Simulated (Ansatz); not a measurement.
## A hypothetical structure for Be3Ga

Starting from a made-up structure for Be3Ga, the aim is the relaxed cell, its shortest contacts and, where a second run follows, its electronic structure.

Calculated with Ansatz 0.2.0; DFT, PBEsol, plane-wave PAW, files of the set soft_1, scalar-relativistic, no spin, cell and ions relaxed at zero pressure; PAW set soft_1.

**1. Set-up**

Symmetry: Pm-3m, No. 221, cubic system. The conventional cell has a = 3.677 Å, b = 3.677 Å, c = 3.677 Å, α = 90.00°, β = 90.00°, γ = 90.00°. Nearest to Ga lie 12 Be at 2.60 Å. Be has 8 Be at 2.60 Å and 4 Ga at 2.60 Å nearest. Farther neighbours are not listed.

**2. Relaxing cell and atoms**

The guess takes its coordinates from another compound and its volume from a rule, so the cell and any free coordinates are relaxed together.

input.yaml reads:

```yaml
crystal:
  lattice:
    - [3.677, 0.0, 0.0]
    - [0.0, 3.677, 0.0]
    - [0.0, 0.0, 3.677]
  atoms:
    - { symbol: Ga, position: [0.0, 0.0, 0.0] }
    - { symbol: Be, position: [0.5, 0.5, 0.0] }
    - { symbol: Be, position: [0.5, 0.0, 0.5] }
    - { symbol: Be, position: [0.0, 0.5, 0.5] }
kpoints:
  mp_grid: { grid: [7, 7, 7] }
scf:
  occupations: { method: fermi_dirac, width: 0.05 }
hamiltonian:
  xc: pbesol
  pseudopotentials: { kind: paw, azcp: { folder: soft_1 }, xc_functional: pbe }
relax:
  f_tol: 0.015
  max_steps: 70
  cell: {}
output:
  forces: true
  stress: true
```

Run with:

```sh
> ansatz run input.yaml --threads 4 --pin off --max-ram 8192MiB --backend cpu --events-out ev --progress --plain --runs-dir out
```

Numbers of over 12 decimals in the logs are rounded to 6 here.

The log of the run:

```text
Engine: ansatz 0.2.0, aarch64-unknown-linux-gnu
Pseudopotentials: kind: paw
Pseudopotential: Ga, paw, valence charge 13, recommended cutoff 420 eV (normal), soft_1/Ga.paw.azcp
Pseudopotential: Be, paw, valence charge 2, recommended cutoff 420 eV (normal), soft_1/Be.paw.azcp
Functional definition: PBEsol
  exchange = pbesol_x
  correlation = pbesol_c
Crystal: 4 atoms, lattice volume = 49.714 Å³
Basis set: ecut = 420 eV, 949 PW (Γ), exchange–correlation on 50×50×50 points (8 copies of the dense FFT grid, shifted against one another)
Bands: 14, of which v1, the nominal top of the filled ones, is band 10 counted from 1 (9 counted from 0)
Symmetry: 48 space group operations
Space group: Pm-3m (ITA 221), of the structure as read, at distance tolerance 3.7e-5 Å
k-points: 20 of 343
Non-local potential: Ga, projectors of the file, l = 0: 2, l = 1: 2, l = 2: 3, l = 3: 1
Non-local potential: Be, projectors of the file, l = 0: 2, l = 1: 2, l = 2: 1
PAW form: soft (Blöchl's): semilocal exchange-correlation on the pseudo side does not see the compensation charge
PAW frozen core: Ga, regenerated for the run's functional, and the local potential with it (the file was generated under x = pbe(κ = 0.804, μ = 0.219515), c = pbe(β = 0.066725))
PAW frozen core: Be, regenerated for the run's functional, and the local potential with it (the file was generated under x = pbe(κ = 0.804, μ = 0.219515), c = pbe(β = 0.066725))
PAW one-centre angular grid: Ga, 590 points (default); XC on 64 Gauss nodes
PAW one-centre angular grid: Be, 110 points (default); XC on 64 Gauss nodes
Initial density: superposition of atomic densities (chi_scale 0.1, normalization cell, long waves kept (reshape's long-wave potential 0.00 eV rms))
Initial wavefunctions: pseudopotential atomic-orbital guess
Functional: x = pbesol(κ = 0.804, μ = 0.123457), c = pbesol(β = 0.046)
SCF iter   1: F=—  HF=-4012.812562 eV  |F-HF|=—  |Δ(HF+E_count)|=         —  Δρ=2.52e-2  dr2=3.54e-1  ethr=3.10e-3  ⟨swp⟩=5.5  Hψ=1499  notcnv=0
preconditioner: auto → none  [metal: Δε(μ)=0.030 eV  Ē_g=12.472 eV  σ=0.050 eV  W_gap=0.15  n_scr=6 (ndim 8)  ℏωp=23.0 eV  f_vac=0.000  D(μ)=2.06/eV (n_scr^D=18)  sad-step TF]
SCF iter   2: F=—  HF=-4012.702309 eV  |F-HF|=—  |Δ(HF+E_count)|=   1.10e-1  Δρ=1.72e-2  dr2=7.77e-2  ethr=1.86e-3  ⟨swp⟩=2.0  Hψ=703  notcnv=0  defer=6
SCF iter   3: F=—  HF=-4012.688080 eV  |F-HF|=—  |Δ(HF+E_count)|=   1.42e-2  Δρ=4.63e-3  dr2=6.89e-3  ethr=4.09e-4  ⟨swp⟩=2.0  Hψ=548  notcnv=0  defer=6
SCF iter   4: F=—  HF=-4012.688931 eV  |F-HF|=—  |Δ(HF+E_count)|=   8.51e-4  Δρ=1.30e-3  dr2=4.90e-4  ethr=3.63e-5  ⟨swp⟩=2.0  Hψ=543  notcnv=0  defer=6
SCF iter   5: F=—  HF=-4012.689299 eV  |F-HF|=—  |Δ(HF+E_count)|=   3.68e-4  Δρ=2.21e-4  dr2=1.19e-5  ethr=2.58e-6  ⟨swp⟩=2.0  Hψ=464  notcnv=0  defer=6
SCF iter   6: F=—  HF=-4012.689278 eV  |F-HF|=—  |Δ(HF+E_count)|=   2.11e-5  Δρ=1.57e-5  dr2=1.36e-7  ethr=6.26e-8  ⟨swp⟩=2.0  Hψ=433  notcnv=0  defer=6
SCF iter   7: F=-4012.689278 eV  HF=-4012.689278 eV  |F-HF|=6.10e-10  |Δ(HF+E_count)|=   2.71e-8  Δρ=1.40e-6  dr2=5.07e-10  ethr=5.26e-10  ⟨swp⟩=4.0  Hψ=826  notcnv=0
SCF 1 converged in 7 iterations: F = -4012.689278 eV  dr2 = 5.07e-10
  greatest PAW one-centre occupation: 0.994 electrons in one spin orbital (limit 2), on the Ga atom at site 0 (counted from 0), in its partial waves of l = 2
relax step   1: F+E_penalty+E_count = -4012.68927791 eV  Δ(F+E_penalty+E_count) = +0.000e0 eV  max|allowed force component| = 2.703e-30 eV/Å  Δτ_max = 0.0000 Å  P = -14.588 GPa  Ω = 49.714 Å³  (7 SCF iters, dr2 threshold 1.00e-7 eV, accepted)
Crystal: 4 atoms, lattice volume = 42.792 Å³
Basis set: ecut = 420 eV, 847 PW (Γ), exchange–correlation on 50×50×50 points (8 copies of the dense FFT grid, shifted against one another)
Initial density: handed on by an earlier stage of this run
Initial wavefunctions: those handed on with the density
iter 1 solved again at ethr=2.07e-4 eV; its pass at ethr=3.10e-3 eV (dr2=3.92e-2 eV) is discarded
SCF iter   1: F=—  HF=-4013.145400 eV  |F-HF|=—  |Δ(HF+E_count)|=         —  Δρ=7.06e-3  dr2=3.97e-2  ethr=2.07e-4  ⟨swp⟩=1.0  Hψ=1974  notcnv=0
preconditioner: auto → none  [insulator: Δε(μ)=0.213 eV  Ē_g=13.910 eV  σ=0.050 eV  W_gap=0.67  n_scr=6 (ndim 8)  ℏωp=24.7 eV  f_vac=0.000  D(μ)=1.64/eV (n_scr^D=18)  ε∞_Penn≈4.2]
SCF iter   2: F=—  HF=-4013.132407 eV  |F-HF|=—  |Δ(HF+E_count)|=   1.30e-2  Δρ=2.95e-3  dr2=2.28e-3  ethr=2.07e-4  ⟨swp⟩=2.0  Hψ=546  notcnv=0
SCF iter   3: F=—  HF=-4013.131241 eV  |F-HF|=—  |Δ(HF+E_count)|=   1.17e-3  Δρ=1.06e-3  dr2=3.81e-4  ethr=1.20e-5  ⟨swp⟩=2.0  Hψ=540  notcnv=0
SCF iter   4: F=—  HF=-4013.131293 eV  |F-HF|=—  |Δ(HF+E_count)|=   5.19e-5  Δρ=4.12e-4  dr2=3.58e-5  ethr=2.01e-6  ⟨swp⟩=2.5  Hψ=475  notcnv=0
SCF iter   5: F=—  HF=-4013.131321 eV  |F-HF|=—  |Δ(HF+E_count)|=   2.82e-5  Δρ=6.69e-5  dr2=6.79e-7  ethr=1.88e-7  ⟨swp⟩=3.0  Hψ=488  notcnv=0
SCF iter   6: F=-4013.131322 eV  HF=-4013.131322 eV  |F-HF|=3.06e-9  |Δ(HF+E_count)|=   1.45e-6  Δρ=4.54e-6  dr2=2.74e-9  ethr=2.11e-9  ⟨swp⟩=4.0  Hψ=793  notcnv=0
SCF 2 converged in 6 iterations: F = -4013.131322 eV  dr2 = 2.74e-9
relax step   2: F+E_penalty+E_count = -4013.13132227 eV  Δ(F+E_penalty+E_count) = -4.420e-1 eV  max|allowed force component| = 3.040e-31 eV/Å  Δτ_max = 0.0000 Å  P = -4.462 GPa  Ω = 42.792 Å³  energy of the carried Pulay correction = +1.072e-3 eV  (6 SCF iters, dr2 threshold 4.00e-7 eV, accepted)
Crystal: 4 atoms, lattice volume = 40.323 Å³
Basis set: ecut = 420 eV, 751 PW (Γ), exchange–correlation on 50×50×50 points (8 copies of the dense FFT grid, shifted against one another)
iter 1 solved again at ethr=4.38e-5 eV; its pass at ethr=3.10e-3 eV (dr2=8.33e-3 eV) is discarded
SCF iter   1: F=—  HF=-4013.159018 eV  |F-HF|=—  |Δ(HF+E_count)|=         —  Δρ=3.43e-3  dr2=8.45e-3  ethr=4.38e-5  ⟨swp⟩=1.0  Hψ=1926  notcnv=0
preconditioner: auto → none  [metal: Δε(μ)=0.103 eV  Ē_g=14.338 eV  σ=0.050 eV  W_gap=0.40  n_scr=6 (ndim 8)  ℏωp=25.5 eV  f_vac=0.000  D(μ)=1.66/eV (n_scr^D=18)]
SCF iter   2: F=—  HF=-4013.156273 eV  |F-HF|=—  |Δ(HF+E_count)|=   2.74e-3  Δρ=1.29e-3  dr2=4.18e-4  ethr=4.38e-5  ⟨swp⟩=2.1  Hψ=546  notcnv=0
SCF iter   3: F=—  HF=-4013.156007 eV  |F-HF|=—  |Δ(HF+E_count)|=   2.66e-4  Δρ=4.90e-4  dr2=7.81e-5  ethr=2.20e-6  ⟨swp⟩=2.0  Hψ=469  notcnv=0
SCF iter   4: F=—  HF=-4013.156033 eV  |F-HF|=—  |Δ(HF+E_count)|=   2.64e-5  Δρ=1.80e-4  dr2=6.62e-6  ethr=4.11e-7  ⟨swp⟩=2.8  Hψ=475  notcnv=0
SCF iter   5: F=-4013.156040 eV  HF=-4013.156040 eV  |F-HF|=3.25e-7  |Δ(HF+E_count)|=   6.62e-6  Δρ=3.18e-5  dr2=1.43e-7  ethr=2.11e-9  ⟨swp⟩=2.4  Hψ=1041  notcnv=0
SCF 3 converged in 5 iterations: F = -4013.156040 eV  dr2 = 1.43e-7
relax step   3: F+E_penalty+E_count = -4013.15604029 eV  Δ(F+E_penalty+E_count) = -2.472e-2 eV  max|allowed force component| = 4.643e-31 eV/Å  Δτ_max = 0.0000 Å  P = +1.591 GPa  Ω = 40.323 Å³  energy of the carried Pulay correction = +1.494e-3 eV  (5 SCF iters, dr2 threshold 4.00e-7 eV, accepted)
Crystal: 4 atoms, lattice volume = 40.944 Å³
Basis set: ecut = 420 eV, 799 PW (Γ), exchange–correlation on 50×50×50 points (8 copies of the dense FFT grid, shifted against one another)
iter 1 solved again at ethr=2.66e-6 eV; its pass at ethr=3.10e-3 eV (dr2=5.05e-4 eV) is discarded
SCF iter   1: F=—  HF=-4013.159001 eV  |F-HF|=—  |Δ(HF+E_count)|=         —  Δρ=9.13e-4  dr2=6.15e-4  ethr=2.66e-6  ⟨swp⟩=2.4  Hψ=1866  notcnv=0
preconditioner: auto → none  [metal: Δε(μ)=0.097 eV  Ē_g=14.396 eV  σ=0.050 eV  W_gap=0.39  n_scr=6 (ndim 8)  ℏωp=25.3 eV  f_vac=0.000  D(μ)=1.82/eV (n_scr^D=18)]
SCF iter   2: F=—  HF=-4013.158797 eV  |F-HF|=—  |Δ(HF+E_count)|=   2.03e-4  Δρ=3.10e-4  dr2=2.69e-5  ethr=2.66e-6  ⟨swp⟩=2.0  Hψ=465  notcnv=0
SCF iter   3: F=—  HF=-4013.158791 eV  |F-HF|=—  |Δ(HF+E_count)|=   6.40e-6  Δρ=1.26e-4  dr2=5.47e-6  ethr=1.42e-7  ⟨swp⟩=2.0  Hψ=469  notcnv=0
SCF iter   4: F=—  HF=-4013.158791 eV  |F-HF|=—  |Δ(HF+E_count)|=   6.51e-8  Δρ=4.27e-5  dr2=4.21e-7  ethr=2.88e-8  ⟨swp⟩=2.6  Hψ=468  notcnv=0
SCF iter   5: F=-4013.158791 eV  HF=-4013.158791 eV  |F-HF|=2.32e-8  |Δ(HF+E_count)|=   3.49e-7  Δρ=8.15e-6  dr2=1.01e-8  ethr=2.11e-9  ⟨swp⟩=4.0  Hψ=826  notcnv=0
SCF 4 converged in 5 iterations: F = -4013.158791 eV  dr2 = 1.01e-8
relax step   4: F+E_penalty+E_count = -4013.15879110 eV  Δ(F+E_penalty+E_count) = -2.751e-3 eV  max|allowed force component| = 1.150e-31 eV/Å  Δτ_max = 0.0000 Å  P = -0.095 GPa  Ω = 40.944 Å³  energy of the carried Pulay correction = +1.386e-3 eV  (5 SCF iters, dr2 threshold 4.00e-7 eV, accepted)
Crystal: 4 atoms, lattice volume = 40.909 Å³
iter 1 solved again at ethr=8.34e-9 eV; its pass at ethr=3.10e-3 eV (dr2=1.58e-6 eV) is discarded
SCF iter   1: F=—  HF=-4013.158793 eV  |F-HF|=—  |Δ(HF+E_count)|=         —  Δρ=5.03e-5  dr2=1.93e-6  ethr=8.34e-9  ⟨swp⟩=2.6  Hψ=1855  notcnv=0
preconditioner: auto → none  [metal: Δε(μ)=0.100 eV  Ē_g=14.371 eV  σ=0.050 eV  W_gap=0.40  n_scr=6 (ndim 8)  ℏωp=25.3 eV  f_vac=0.000  D(μ)=1.78/eV (n_scr^D=18)]
SCF iter   2: F=—  HF=-4013.158808 eV  |F-HF|=—  |Δ(HF+E_count)|=   1.46e-5  Δρ=1.44e-5  dr2=6.79e-8  ethr=8.34e-9  ⟨swp⟩=2.0  Hψ=465  notcnv=0
SCF iter   3: F=-4013.158808 eV  HF=-4013.158808 eV  |F-HF|=9.12e-9  |Δ(HF+E_count)|=   6.86e-8  Δρ=6.67e-6  dr2=1.69e-8  ethr=1.18e-10  ⟨swp⟩=4.0  Hψ=932  notcnv=0
SCF 5 converged in 3 iterations: F = -4013.158808 eV  dr2 = 1.69e-8
relax step   5: F+E_penalty+E_count = -4013.15880788 eV  Δ(F+E_penalty+E_count) = -1.678e-5 eV  max|allowed force component| = 3.955e-31 eV/Å  Δτ_max = 0.0000 Å  P = -0.002 GPa  Ω = 40.909 Å³  energy of the carried Pulay correction = +1.392e-3 eV  (3 SCF iters, dr2 threshold 2.25e-8 eV, accepted)
Basis set: ecut = 420 eV, 799 PW (Γ), exchange–correlation on 48×48×48 points (8 copies of the dense FFT grid, shifted against one another)
Initial wavefunctions: pseudopotential atomic-orbital guess (no wavefunctions were taken with the density)
iter 1 solved again at ethr=6.28e-7 eV; its pass at ethr=3.10e-3 eV (dr2=1.19e-4 eV) is discarded
SCF iter   1: F=—  HF=-4013.157841 eV  |F-HF|=—  |Δ(HF+E_count)|=         —  Δρ=1.76e-4  dr2=4.41e-6  ethr=6.28e-7  ⟨swp⟩=2.2  Hψ=2130  notcnv=0
preconditioner: auto → none  [metal: Δε(μ)=0.100 eV  Ē_g=14.373 eV  σ=0.050 eV  W_gap=0.40  n_scr=6 (ndim 8)  ℏωp=25.3 eV  f_vac=0.000  D(μ)=1.79/eV (n_scr^D=18)]
SCF iter   2: F=—  HF=-4013.157838 eV  |F-HF|=—  |Δ(HF+E_count)|=   2.50e-6  Δρ=1.44e-4  dr2=3.43e-6  ethr=2.32e-8  ⟨swp⟩=2.0  Hψ=385  notcnv=0
SCF iter   3: F=—  HF=-4013.157837 eV  |F-HF|=—  |Δ(HF+E_count)|=   1.39e-6  Δρ=4.22e-5  dr2=7.95e-7  ethr=1.81e-8  ⟨swp⟩=2.0  Hψ=462  notcnv=0
SCF iter   4: F=—  HF=-4013.157837 eV  |F-HF|=—  |Δ(HF+E_count)|=   2.76e-7  Δρ=5.30e-6  dr2=4.74e-9  ethr=4.18e-9  ⟨swp⟩=2.0  Hψ=469  notcnv=0
SCF iter   5: F=—  HF=-4013.157837 eV  |F-HF|=—  |Δ(HF+E_count)|=  1.90e-10  Δρ=1.23e-6  dr2=3.01e-10  ethr=2.49e-11  ⟨swp⟩=2.0  Hψ=390  notcnv=0
SCF iter   6: F=-4013.157837 eV  HF=-4013.157837 eV  |F-HF|=4.55e-13  |Δ(HF+E_count)|=  4.14e-11  Δρ=7.96e-8  dr2=1.05e-12  ethr=1.00e-12  ⟨swp⟩=4.0  Hψ=846  notcnv=0
SCF 6 converged in 6 iterations: F = -4013.157837 eV  dr2 = 1.05e-12
relax step   6: F+E_penalty+E_count = -4013.15783691 eV  Δ(F+E_penalty+E_count) = +9.710e-4 eV  max|allowed force component| = 1.140e-31 eV/Å  Δτ_max = 0.0000 Å  P = -0.020 GPa  Ω = 40.909 Å³  stress off target by 1.97e-2 GPa  SCF on the basis re-selected at this cell (its energy is not comparable with the rows above)  (6 SCF iters)
basis re-selected at this cell: Δ(F+E_penalty+E_count) = +9.710e-4 eV, ΔP = -0.018 GPa vs the last step (what re-selecting the basis moved, of the pressure what is left beyond the Pulay correction that the steps carried, after the strain that the cell walked since its last selection, with what the two solves' SCF thresholds leave and, on support functions, any second-order correction that the steps lacked; it is no measure of the basis error at this ecutwfc). The dense FFT grid was sized anew with the basis: this SCF ran on 24×24×24 points, the steps before it on 25×25×25, so part of this shift can come from that change (see relax.cell in the input reference). [rest of the remark cut]
SCF converged after 6 iterations
Free energy (F): -4013.157837 eV
Harris-Foulkes:  -4013.157837 eV  (|F-HF|=4.55e-13)
Internal energy: -4013.143419 eV  (E = F + TS)
E sigma→0 (E₀):  -4013.150628 eV
Entropy (-TS):   -0.014418 eV (-3.604 meV/atom)
Fermi energy:    9.651341 eV
--- Per-component energies (eV) ---
  E_band       = -13.871524
  E_kinetic    = 173.866683
  E_local      = -1561.249330  (includes V_loc(G=0)·N_el)
  E_nonlocal   = -81.887253
  E_hartree    = 991.299071
  E_xc         = -124.122349
  E_vxc        = -119.016700  (∫ρ·V_xc dr)
  E_paw        = -2119.764100  (= ΣΔE_a)
  E_vpaw       = -408.182909  (= ΣTr[D̂ρ^β])
  E_aug_tail   = -0.000178  (compensation charges beyond the density's cutoff)
  E_ewald      = -1292.177537
  E_core_change = 0.891573  (= ΣΔE_core)
  E_smearing   = -0.014418  (= −TS)
  E_closure    = 0.000000  (closes the sum)
  Σ components = -4013.157837   (vs F -4013.157837, Δ=0.00e0)
--- Forces (eV/Å), atoms counted from 1 ---
  atom   1  Ga     0.00000000     0.00000000    -0.00000000
  atom   2  Be     0.00000000     0.00000000     0.00000000
  atom   3  Be    -0.00000000    -0.00000000    -0.00000000
  atom   4  Be     0.00000000    -0.00000000    -0.00000000
  max |Σ_I F_I| component: 7.81e-32 eV/Å
--- Stress (GPa, compression-positive) ---
       -0.019653      -0.000000      -0.000000
       -0.000000      -0.019653       0.000000
        0.000000       0.000000      -0.019653
  P = ⅓ Tr σ = -0.0197 GPa (-0.197 kbar)
--- Relaxed structure (5 steps of the walk, 5 accepted, 1 SCFs on fresh bases) ---
  F+E_penalty+E_count = -4013.15783691 eV   max|allowed force component| = 1.140e-31 eV/Å   (the final SCF, on the basis selected at the relaxed cell)
  cell:  # Å, volume = 40.9088 Å³
    - [3.445660, 0, 0]
    - [0, 3.445660, 0.0]
    - [0, 0.0, 3.445660]
  atoms:
    - { symbol: Ga, position: [0, 0, 0] }
    - { symbol: Be, position: [0.5, 0.5, 0] }
    - { symbol: Be, position: [0.5, 0, 0.5] }
    - { symbol: Be, position: [0, 0.5, 0.5] }
```

The job ended after 2 s (4 threads of Arm Neoverse V1, shared host; peak memory 0.32 GiB).

Step by step:

```
step  energy less that of the first step (eV)  largest force component (eV/Å)  pressure (GPa)  volume (Å³)
   1                                   0.0000                          0.0000          -14.59        49.71
   2                                  -0.4420                          0.0000           -4.46        42.79
   3                                  -0.4668                          0.0000            1.59        40.32
   4                                  -0.4695                          0.0000           -0.09        40.94
   5                                  -0.4695                          0.0000            0.00        40.91
  6*                                  -0.4686                          0.0000           -0.02        40.91
```

Relaxation steps marked * repeat the geometry before them on a plane-wave basis chosen anew for their cell, so energy and pressure can jump there.

Forces are held to the 48 operations that the run works with; a distortion that breaks them can't arise in this run.

```
conventional cell, symmetrised  before  after   change
                         a (Å)   3.677  3.446   -6.3 %
                         b (Å)   3.677  3.446   -6.3 %
                         c (Å)   3.677  3.446   -6.3 %
              volume (Å³/atom)   12.43  10.23  -17.7 %
```

Final coordinates:

```cif
data_structure
_symmetry_space_group_name_H-M 'P 1'
_symmetry_Int_Tables_number 1
_cell_length_a 3.4457
_cell_length_b 3.4457
_cell_length_c 3.4457
_cell_angle_alpha 90.000
_cell_angle_beta 90.000
_cell_angle_gamma 90.000
_cell_volume 40.91
loop_
_atom_site_label
_atom_site_type_symbol
_atom_site_fract_x
_atom_site_fract_y
_atom_site_fract_z
_atom_site_occupancy
Ga1 Ga 0.00000 0.00000 0.00000 1
Be2 Be 0.50000 0.50000 0.00000 1
Be3 Be 0.50000 0.00000 0.50000 1
Be4 Be 0.00000 0.50000 0.50000 1
```

This step gave:

- free energy: -4013.1578 eV
- energy at zero smearing: -4013.1506 eV
- smearing term TS: 0.01442 eV
- Fermi energy: 9.651 eV
- electrons: 19
- symmetry operations: 48
- pressure: -0.01965 GPa

Shortest distances by pair of elements, guess and relaxed (not always the same contact):

```
 pair  guess (Å)  relaxed (Å)
Be–Ga      2.600        2.436
Be–Be      2.600        2.436
Ga–Ga      3.677        3.446
```

The relaxation ends with a pressure of -0.02 GPa.

**3. Summary of results**

| Property | Result |
| --- | --- |
| space group, relaxed | Pm-3m |
| conventional cell | a = 3.446, b = 3.446, c = 3.446 Å; α = 90.0°, β = 90.0°, γ = 90.0° |
| volume per atom | 10.23 Å³ (guess 12.43) |

In words: Be3Ga relaxes to Pm-3m with a = 3.446, b = 3.446 and c = 3.446 Å. The guessed volume was 22 % too large. The space group Pm-3m was held in the relaxation, so the end point is a stationary structure within it and may be a saddle against distortions or other arrangements. Mesh and cutoff weren't tested. No dispersion term is used, so weakly bound directions may come out too long. Nothing here tests whether the compound is stable against decomposition.

[Logs are printed without paths, hosts, clocks, repeated set-up lines and the standing remarks that a program may print on its own settings, such as how far it seeks lower states.]

[Hosts, paths, dates, database ids (printed as entryN), source tags and the programs' standing remarks are cut or masked in the printed files.]
